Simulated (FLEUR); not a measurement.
# Collinear magnetic orders of MnF2 with FLEUR, part 4 of 4

Aim: find out whether MnF2 carries moments, and which collinear order costs least.

FLEUR MaX-R8.1; PBE with U = 4 eV on Mn d; all-electron FLAPW, Dirac cores, scalar-relativistic bands.

So far, largest spin moment in the muffin-tin sphere (μB): step 2 (run 1 (ferro ++)) 4.74; step 3 (order 2, typed as antiferro q=(0,0,1/2) +-+-) 4.73; step 6 (run 5 (antiferro +-)) 4.72; step 7 (start 6: antiferro q=(1/2,1/2,0) +-+-) 4.73.

## (8) Run 7 (no spin polarisation)

A spinless run shows what the cell costs with no moments; under a U that can hold a penalty on part-filled orbitals beside the lost exchange.

The k list default-1 (kpts.xml, not shown) is a Γ-centred 8×8×8 mesh.

inp.xml reads:

```
<?xml version="1.0" encoding="UTF-8" standalone="no"?>
<fleurInput fleurInputVersion="0.39">
   <comment>
      MnF2
   </comment>
   <calculationSetup>
      <cutoffs Kmax="4.29" Gmax="12.9" GmaxXC="12.9" numbands="0"/>
      <scfLoop itmax="120" minDistance="0.0001" maxIterBroyd="15" imix="Anderson" alpha="0.05" precondParam="0.0" spinf="2.0" sdNocoIR="T"/>
      <coreElectrons ctail="T" frcor="F" kcrel="0" coretail_lmax="0"/>
      <xcFunctional name="pbe" relativisticCorrections="F"/>
      <magnetism jspins="1"/>
      <soc l_soc="F" theta="0.0" phi="0.0" spav="F"/>
      <expertModes spex="0" secvar="F"/>
      <geometryOptimization l_f="F" forcealpha="1.0" forcemix="BFGS" epsdisp="0.00001" epsforce="0.00001"/>
      <ldaU l_linMix="F" mixParam="0.05" spinf="1.0"/>
   </calculationSetup>
   <cell>
      <bzIntegration valenceElectrons="58.0" mode="hist" fermiSmearingEnergy="0.00183747">
         <kPointListSelection listName="default-1"/>
         <xi:include xmlns:xi="http://www.w3.org/2001/XInclude" href="kpts.xml"> </xi:include>
      </bzIntegration>
      <xi:include xmlns:xi="http://www.w3.org/2001/XInclude" href="sym.xml"> </xi:include>
      <bulkLattice scale="1.0">
         <bravaisMatrix>
            <row-1>    9.2101471860754796     0.0000000000000000     0.0000000000000000</row-1>
            <row-2>    0.0000000000000000     9.2101471860754796     0.0000000000000000</row-2>
            <row-3>    0.0000000000000000     0.0000000000000000     6.2563162807132198</row-3>
         </bravaisMatrix>
      </bulkLattice>
   </cell>
   <atomSpecies>
      <species name="Manganese (Mn)" element="Mn" atomicNumber="25">
         <mtSphere radius="2.48" gridPoints="819" logIncrement="0.015"/>
         <atomicCutoffs lmax="10" lnonsphr="8"/>
         <electronConfig flipSpins="F">
            <coreConfig>(1s1/2) (2s1/2) (2p1/2) (2p3/2)</coreConfig>
            <valenceConfig>(3s1/2) (3p1/2) (3p3/2) (4s1/2) (3d3/2) (3d5/2)</valenceConfig>
            <stateOccupation state="(3d3/2)" spinUp="1.000000" spinDown="1.000000"/>
            <stateOccupation state="(3d5/2)" spinUp="1.500000" spinDown="1.500000"/>
         </electronConfig>
         <energyParameters s="4" p="4" d="3" f="4"/>
         <ldaU l="2" U="4.0" J="0.0" l_amf="F"/>
         <lo type="SCLO" l="0" n="3" eDeriv="0"/>
         <lo type="SCLO" l="1" n="3" eDeriv="0"/>
      </species>
      <species name="Fluorine (F)" element="F" atomicNumber="9">
         <mtSphere radius="1.4" gridPoints="463" logIncrement="0.023"/>
         <atomicCutoffs lmax="6" lnonsphr="4"/>
         <electronConfig flipSpins="F">
            <coreConfig>(1s1/2)</coreConfig>
            <valenceConfig>(2s1/2) (2p1/2) (2p3/2)</valenceConfig>
            <stateOccupation state="(2p1/2)" spinUp="0.833333" spinDown="0.833333"/>
            <stateOccupation state="(2p3/2)" spinUp="1.666667" spinDown="1.666667"/>
         </electronConfig>
         <energyParameters s="2" p="2" d="3" f="4"/>
      </species>
   </atomSpecies>
   <atomGroups>
      <atomGroup species="Manganese (Mn)">
         <relPos label="                   1">.0000000000 .0000000000 .0000000000</relPos>
         <relPos label="                   2">1.000/2.000 1.000/2.000 1.000/2.000</relPos>
         <force calculate="T" relaxXYZ="TTT"/>
      </atomGroup>
      <atomGroup species="Fluorine (F)">
         <relPos label="                   3">.3053000000 .3053000000 .0000000000</relPos>
         <relPos label="                   4">.1947000000 -.1947000000 1.000/2.000</relPos>
         <relPos label="                   5">-.3053000000 -.3053000000 .0000000000</relPos>
         <relPos label="                   6">-.1947000000 .1947000000 1.000/2.000</relPos>
         <force calculate="T" relaxXYZ="TTT"/>
      </atomGroup>
   </atomGroups>
   <output dos="F" band="F" slice="F">
      <bandDOS minEnergy="-.5*Htr" maxEnergy="0.5*Htr" sigma="0.015" storeEVData="T"/>
      <plotting iplot="0" polar="F">
         <plot TwoD="T" vec1="  1.0  0.0  0.0" vec2="  0.0  1.0  0.0" vec3="  0.0  0.0  1.0" zero="  0.0  0.0  0.0" file="plot"/>
      </plotting>
      <moessbauerParams electricFieldGradient="F" isomerShift="F" coreHyperfine="F" valenceHyperfine="F"/>
   </output>
</fleurInput>
```

crystal.txt reads:

```
MnF2
&input film=F cartesian=F /
4.87380000000  0.00000000000  0.00000000000
0.00000000000  4.87380000000  0.00000000000
0.00000000000  0.00000000000  3.31070000000
1.8897261246
1.0 1.0 1.0

6
25 0.00000000000  0.00000000000  0.00000000000
25 0.50000000000  0.50000000000  0.50000000000
9 0.30530000000  0.30530000000  0.00000000000
9 0.19470000000  0.80530000000  0.50000000000
9 0.69470000000  0.69470000000  0.00000000000
9 0.80530000000  0.19470000000  0.50000000000

&kpt div1=8 div2=8 div3=8 gamma=T /
```

Run with:

```console
$ OMP_NUM_THREADS=1 inpgen -f crystal.txt > inpgen.log  # inp.xml is then edited as shown
$ OMP_NUM_THREADS=1 mpirun -n 4 fleur_MPI > fleur.log
```

The log of the run:

```text
[banner, memory and clock lines left out]
Welcome to FLEUR        (www.flapw.de)
      MaX-Release 8.1          (www.max-centre.eu)

 ========== k-point set info ==========
 Selected k-point list: default-1
 k-point list type: mesh
 0 x 0 x 0
 Number of k points: 76

 [... set-up left out ...]
 no density matrix found ... skipping LDA+U
 Reset of history
 Iteration:     1   Distance:      32.89028211 me/bohr^3
 Iteration:     2   Distance:      37.60843251 me/bohr^3
 Iteration:     3   Distance:      35.48296917 me/bohr^3
 Iteration:     4   Distance:      15.71257561 me/bohr^3
[...]
<sumOfEigenvalues value="    -1552.8686485286">
               <coreElectrons value="-1515.9555514370"/>
               <valenceElectrons value="-36.9130970916"/>
            </sumOfEigenvalues>
         [... left out ...]
            <freeEnergy value="-2716.5879517412"/>
            <extrapolationTo0K value="-2716.5865054367"/>
         </totalEnergy>
         [... left out ...]
         <ldaUDensityMatrixConvergence>
            <distance spin="1" distance="0.000006"/>
         </ldaUDensityMatrixConvergence>
         <densityConvergence units="me/bohr^3">
            <chargeDensity spin="1" distance="0.0000723450"/>
         </densityConvergence>
      </iteration>
```

It took 99 s on 4 MPI ranks of Arm Neoverse V1, shared host; peak memory 0.29 GiB; 6.6 min of CPU time.

This step gave:

```yaml
free_energy: -73922.1240 eV
program_s_band_gap_on_this_mesh_in_a_metal_only_a_level_spacing: 4.68e-4 eV
final_state: non-magnetic (no spin polarisation)
```

It lies 4689 meV a seeded atom over the first start.

## (9) Energies of the orders

Free energies are divided by the number of seeded atoms, so that cells of unlike size compare. Wavevectors q in the names are fractions of the primitive cell's reciprocal vectors.

Orders:

| start | final state | typed order kept | energy over the lowest (meV a seeded atom) | largest sphere moment (μB) | net moment (μB a primitive cell) | mesh matched | CPU time (s) |
| --- | --- | --- | --- | --- | --- | --- | --- |
| ferro ++ | ferromagnetic | yes | 19.27 | 4.741 | 10 | yes | 589.4 |
| antiferro q=(0,0,1/2) +-+- | antiferromagnetic | yes | 8.419 | 4.726 | 0 | yes | 5654 |
| antiferro +- | antiferromagnetic | yes | 0 | 4.719 | 0 | yes | 979.4 |
| antiferro q=(1/2,1/2,0) +-+- | antiferromagnetic | yes | 9.25 | 4.73 | 0 | yes | 6014 |
| no spin polarisation | non-magnetic | - | 4708 | 0 | 0 | yes | 395.9 |

## (10) What came out

```json
{
  "lowest state found": "antiferromagnetic (typed antiferro +-)",
  "largest site spin moment": "4.72 μB",
  "next finished state": "antiferromagnetic, 8.42 meV a seeded atom higher",
  "spinless run over the lowest (under a U no clean measure of the moments)": "4708 meV a seeded atom"
}
```

The lowest state found is antiferromagnetic, reached from the start antiferro +-, with moments up to 4.72 μB. The next finished state costs 8.4 meV a seeded atom. 2 starts gave no converged result and are missing from the ranking; where cut off, the energy had nearly settled 8.7 meV a seeded atom or more over the lowest. Under a U a spinless run can be left with part-filled orbitals, which the U penalises, or fall into a low-spin state, so its energy is no clean measure of what the moments gain. Only 7 starts were tried; other patterns of signs, canted and longer-period orders were not.

[Logs and program files are shortened in this print: banners, set-up blocks, solver, clock and traceback lines can be left out without a mark of their own.]

[Logs are printed without paths, hosts, clocks, repeated set-up lines and the standing remarks that a program may print on its own settings, such as how far it seeks lower states.]

[Hosts, paths, dates, database ids (printed as entryN), source tags and the programs' standing remarks are cut or masked in the printed files.]

[Where a cell is said to come from a database of computed structures, the database is the Materials Project.]
